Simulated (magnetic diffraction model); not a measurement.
## TbBi₂Ru₂: what an assumed order does to the neutron pattern

Space group I4/mmm (no. 139), a = 4.4850 Å, c = 11.5560 Å.

| site | atom | x | y | z |
| --- | --- | --- | --- | --- |
| 4e | Bi | 1/2 | 1/2 | 0.1371 |
| 2a | Tb | 0 | 0 | 0 |
| 4d | Ru | 1/2 | 0 | 1/4 |

This is a made-up structure (elements placed in a structure type, unrelaxed), so the numbers test the method and describe no known phase.

Only Tb is taken to order (form factors of Tb3+); orders and moment sizes are assumed, and not adapted to the symmetry. Radiation: neutrons of λ = 2.41 Å, 2° to 95°; isotropic B of 0.43 Å² (Bi), 0.41 Å² (Tb) and 0.44 Å² (Ru). Simulated constant-wavelength pattern: nuclear and magnetic terms add, the magnetic one as |2.695 fm × Σ f S⊥ exp(2πi Q·r) exp(−B s²)|², summed over all Q at one angle with the factor 1/(sin²θ cos θ). For a modulated order the moment at position r is S exp(−2πi k·r) + c.c., with S = m/2 for a sine wave of amplitude m and S = m(u + iv)/2 for moments turning in a plane, u and v being orthogonal unit vectors in it; the phase factor of the sum at Q = H + k is then exp(2πi H·r). Free-ion form factors, Sears's scattering lengths of 1992, no absorption; a label names one of the reflections at its angle. The strongest nuclear line in the range is 100, and lines under 0.2 are left out.

Assume the order k = (0 0.424 0), a sine wave with moments along [100] (amplitudes given), 2.8 μB on Tb.

Predict the pattern, nuclear and magnetic parts apart.

```csv
2θ (°),index,nuclear,magnetic
13.08,(0 0.424 0),0.0,8.9
21.51,(0 0.576 1),0.0,6.5
24.07,(0 0 2),16.6,0.0
27.49,(0 0.424 2),0.0,3.9
33.50,(1 0 1),5.8,0.0
36.11,(1 0.424 1),0.0,1.1
36.12,(1 0.576 0),0.0,0.5
40.85,(0 0.576 3),0.0,1.6
43.88,(1 0.576 2),0.0,1.4
44.66,(1 1 0),13.2,0.0
46.73,(0 1.424 1),0.0,1.2
48.71,(1 0 3),100.0,0.0
49.30,(0 0 4),1.4,0.0
50.10,(0 1.576 0),0.0,0.5
50.66,(1 0.424 3),0.0,1.2
51.24,(0 0.424 4),0.0,1.0
51.37,(1 1 2),67.9,0.0
55.74,(1 1.424 0),0.0,0.6
56.33,(0 1.576 2),0.0,0.8
59.23,(0 1.424 3),0.0,0.7
61.58,(1 1.424 2),0.0,0.9
61.62,(1 1.576 1),0.0,0.9
62.63,(1 0.576 4),0.0,0.9
65.01,(2 0 0),96.9,0.0
65.89,(0 0.576 5),0.0,0.6
68.70,(1 1 4),63.5,0.0
70.39,(2 0 2),10.0,0.0
71.82,(1 0 5),22.6,0.0
72.46,(1 1.576 3),0.0,0.7
72.93,(0 1.576 4),0.0,0.4
73.38,(1 0.424 5),0.0,0.7
75.14,(2 1 1),3.0,0.0
77.59,(1 1.424 4),0.0,0.6
78.98,(0 0.424 6),0.0,0.4
79.69,(2 0.576 3),0.0,0.2
80.58,(0 1.424 5),0.0,0.3
83.80,(2 1.424 1),0.0,0.2
85.27,(2 1 3),88.0,0.0
85.72,(2 0 4),2.4,0.0
86.29,(0 2.424 2),0.0,0.3
87.21,(2 0.424 4),0.0,0.2
88.58,(1 0.576 6),0.0,0.5
88.84,(0 2.576 1),0.0,0.3
90.83,(1 2.424 1),0.0,0.5
91.32,(2 1.576 2),0.0,0.2
92.67,(1 1.576 5),0.0,0.5
93.78,(2 1.424 3),0.0,0.2
94.11,(1 1 6),70.5,0.0
```

The strongest magnetic line in the range is (0 0.424 0) at 13.08° (8.9). On top of the Lorentz factor, which all lines share, magnetic lines fade with angle because f falls: for Tb3+ it is 0.95, 0.82, 0.66 and 0.36 at sin θ/λ = 0.1, 0.2, 0.3 and 0.5 Å⁻¹, while nuclear lengths stay constant. The order has no net moment.

[Logs are printed without paths, hosts, clocks, repeated set-up lines and the standing remarks that a program may print on its own settings, such as how far it seeks lower states.]
